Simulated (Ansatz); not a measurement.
## BaNaBr3 (cubic perovskite) (Pm-3m): how G0W0 depends on its starting point

How much of the starting functional survives in the G0W0 gap of BaNaBr3 (cubic perovskite) (Pm-3m)?

Calculated with Ansatz 0.2.0; G0W0 on several functionals, plane waves, PAW.

This is a report of a sequence of runs, with most program output left out.

The structure was built from a prototype and need not be the compound's stable phase.

In doubt: masses and optical values from hybrid runs of this build are listed as unsure (step 4), which bears on the screening that GW takes from such a start.

**1. The structure**

It takes space group Pm-3m (No. 221, cubic). The conventional cell has a = 6.279 Å, b = 6.279 Å, c = 6.279 Å, α = 90.00°, β = 90.00°, γ = 90.00°. Nearest to Na lie 12 Br at 4.44 Å. Nearest to Ba lie 6 Br at 3.14 Å. Br has 2 Ba at 3.14 Å nearest. It derives from Ba1Br3Na1. Farther neighbours and most contacts between anions are not listed.

The structure was relaxed with PBE. The structure type comes from a generator and need not be one that this composition takes. The runs that relaxed it are not among those shown. Spin-orbit coupling is left out unless a step names it. The default PAW set here is soft_2. Its files were made with PBE.

**2. G0W0 on PBE**

G0W0 replaces the xc potential by the self-energy, built once from these orbitals. Only a window of levels is corrected, while the sums run over the empty bands that the input names.

This step: G0W0 on PBE, plane waves, PAW.

input.yaml

```yaml
crystal:
  lattice:
    - [6.2793234105, 0.0, 0.0]
    - [0.0, 6.2793234105, 0.0]
    - [0.0, 0.0, 6.2793234105]
  atoms:
    - { symbol: Na, position: [0.0, 0.0, 0.0] }
    - { symbol: Ba, position: [0.5, 0.5, 0.5] }
    - { symbol: Br, position: [0.5, 0.5, 0.0] }
    - { symbol: Br, position: [0.5, 0.0, 0.5] }
    - { symbol: Br, position: [0.0, 0.5, 0.5] }
kpoints:
  mp_grid: { grid: [2, 2, 2] }
hamiltonian:
  xc: pbe
scf:
  occupations: { method: fixed }
gw:
  n_empty_bands: 739
  ecut_chi: 120.0
  qp_bands: [v2, c2]
  qp_kpoints: band_edges
  screening: { model: contour_deformation }
```

Started as:

```
$ ansatz run input.yaml --threads 4 --pin off --max-ram 17510MiB --backend cpu --events-out ev --progress --plain --runs-dir out
```

It took 88 s on 4 threads of Arm Neoverse V1, shared host; peak memory 4 GiB.

This step gave:

```yaml
bands_summed: 759
rpa_eps_infinity_on_this_mesh_eigenvalues: 2.545, 2.545, 2.545
plane_waves_in_the_screening_matrix: 739
q_points_in_the_mesh: 8
g0w0_gap_on_the_mesh: 5.162 eV
k_of_the_valence_top: -0.5, -0.5, -0.5
k_of_the_conduction_bottom: 0, 0, 0
starting_gap_on_the_mesh: 2.850 eV
z_at_the_valence_top: 0.7708
z_at_the_conduction_bottom: 0.8523
least_direct_g0w0_gap_on_the_computed_points: 5.329 eV
```

The gap on the mesh goes from 2.85 eV to 5.16 eV, a correction of +2.31 eV. Between the two edge states, bare exchange in place of the xc potential would open the gap by 6.96 eV, and correlation takes back 4.65 eV.

**3. G0W0 on PBEsol**

The same correction from a different start measures what one shot leaves open.

This step: G0W0 on PBEsol, plane waves, PAW.

Changes to input.yaml since step 2:

```diff
@@ -14,3 +14,3 @@
 hamiltonian:
-  xc: pbe
+  xc: pbesol
 scf:
```

Run time: 86 s. Hardware: 4 threads; peak memory 4.1 GiB.

Numbers from this step:

* bands summed: 759
* RPA ε∞ on this mesh (eigenvalues): 2.581, 2.581, 2.581
* plane waves in the screening matrix: 739
* q-points in the mesh: 8
* G0W0 gap on the mesh: 5.154 eV
* k of the valence top: -0.5, -0.5, -0.5
* k of the conduction bottom: 0, 0, 0
* starting gap on the mesh: 2.927 eV
* Z at the valence top: 0.7704
* Z at the conduction bottom: 0.8523
* least direct G0W0 gap on the computed points: 5.314 eV

Against the run with 2×2×2 mesh, 739 empty bands, screening to 120 eV on PBE, the gap moves by −0.009 eV, while the start moved by +0.08 eV.

**4. G0W0 on HSE06**

This step: G0W0 on HSE06, plane waves, PAW.

Changes to input.yaml since step 3:

```diff
@@ -14,3 +14,3 @@
 hamiltonian:
-  xc: pbesol
+  xc: hse06
 scf:
```

It took 6.2 min on 4 threads; peak memory 3 GiB; 23 min of CPU time.

Numbers from this step:

```
bands summed                                 : 759
RPA ε∞ on this mesh (eigenvalues)            : 2.199, 2.199, 2.199
plane waves in the screening matrix          : 739
G0W0 gap on the mesh                         : 5.780 eV
k of the valence top                         : -0.5, -0.5, -0.5
k of the conduction bottom                   : 0, 0, 0
starting gap on the mesh                     : 3.962 eV
least direct G0W0 gap on the computed points : 5.947 eV
```

Against the run with 2×2×2 mesh, 739 empty bands, screening to 120 eV on PBEsol, the gap moves by +0.63 eV, while the start moved by +1.04 eV.

**5. Side by side**

All on the 2×2×2 mesh with 739 empty bands and screening to 120 eV. Times are wall times on 4 threads of Arm Neoverse V1, shared host, good to a factor of about two.

| start | starting gap (eV) | shift (eV) | G0W0 gap (eV) | RPA ε∞ (harmonic mean) | Z (valence, conduction) | time |
| --- | --- | --- | --- | --- | --- | --- |
| PBE | 2.85 | +2.31 | 5.16 | 2.54 | 0.77, 0.85 | 88 s |
| PBEsol | 2.93 | +2.23 | 5.15 | 2.58 | 0.77, 0.85 | 86 s |
| HSE06 | 3.96 | +1.82 | 5.78 | 2.20 | 0.81, 0.88 | 6.2 min |

How the two edges are built up, in eV (the quasiparticle level is the starting level plus Σx plus Σc less Vxc):

| run | edge | start | Σx | Σc | Vxc | Z | QP |
| --- | --- | --- | --- | --- | --- | --- | --- |
| PBE | valence top | -0.03 | -19.29 | 2.20 | -15.43 | 0.77 | -1.69 |
| PBE | conduction bottom | 2.82 | -2.20 | -2.45 | -5.31 | 0.85 | 3.47 |
| PBEsol | valence top | -0.10 | -19.29 | 2.20 | -15.47 | 0.77 | -1.72 |
| PBEsol | conduction bottom | 2.83 | -2.24 | -2.46 | -5.30 | 0.85 | 3.43 |
| HSE06 | valence top | -0.84 | -19.30 | 1.78 | -16.28 | 0.81 | -2.08 |
| HSE06 | conduction bottom | 3.12 | -2.07 | -2.23 | -4.87 | 0.88 | 3.70 |

For a hybrid start, Vxc holds its share of exact exchange.

**6. What came out**

```
G0W0@PBE     : 5.16 eV (start 2.85 eV)
G0W0@PBEsol  : 5.15 eV (start 2.93 eV)
G0W0@HSE06   : 5.78 eV (start 3.96 eV)
known limits : not at the basis limit; no spin-orbit coupling; coarse k mesh
```

In words: The starting gaps span 1.11 eV and the G0W0 gaps 0.63 eV. Between PBE and HSE06, 0.62 eV of the 1.11 eV survives, 56 %. HSE06 screens less than PBE (ε∞ 2.20 against 2.54). Of the 0.62 eV by which its G0W0 gap is higher, the correlation part gives +0.65 eV, and exchange with the one-particle terms, which follow the orbitals, −0.03 eV. The smallest correction, +1.82 eV, is on HSE06, the start nearest to reproducing itself. Bands and cutoff are finite, so the gap is not at the basis limit. The miss can reach some tenths of an eV and take either sign; the mesh is an error of its own. The 2×2×2 mesh is coarse for this cell (its supercell is 13 Å along the shortest edge). The RPA ε∞ on it, from the PBE start, is 2.54; such meshes misread the long-range screening, most where the gap is narrow. This is the ideal cubic cell; many perovskites, halides above all, are cubic only on average, and local tilts or off-centring can widen the gap. The many-body steps are scalar-relativistic: spin-orbit coupling is not in them.

[Paths, hosts, dates, memory and timing lines, banners, echoed tables and standing remarks are left out of the program output.]

[Logs are printed without paths, hosts, clocks, repeated set-up lines and the standing remarks that a program may print on its own settings, such as how far it seeks lower states.]

[Runs of the session that timed out or met a known fault of the program may be left out.]

[Cells called generated may have been cut or substituted from an entry of the Crystallography Open Database or the Materials Project.]

[Hosts, paths, dates, database ids (printed as entryN), source tags and the programs' standing remarks are cut or masked in the printed files.]
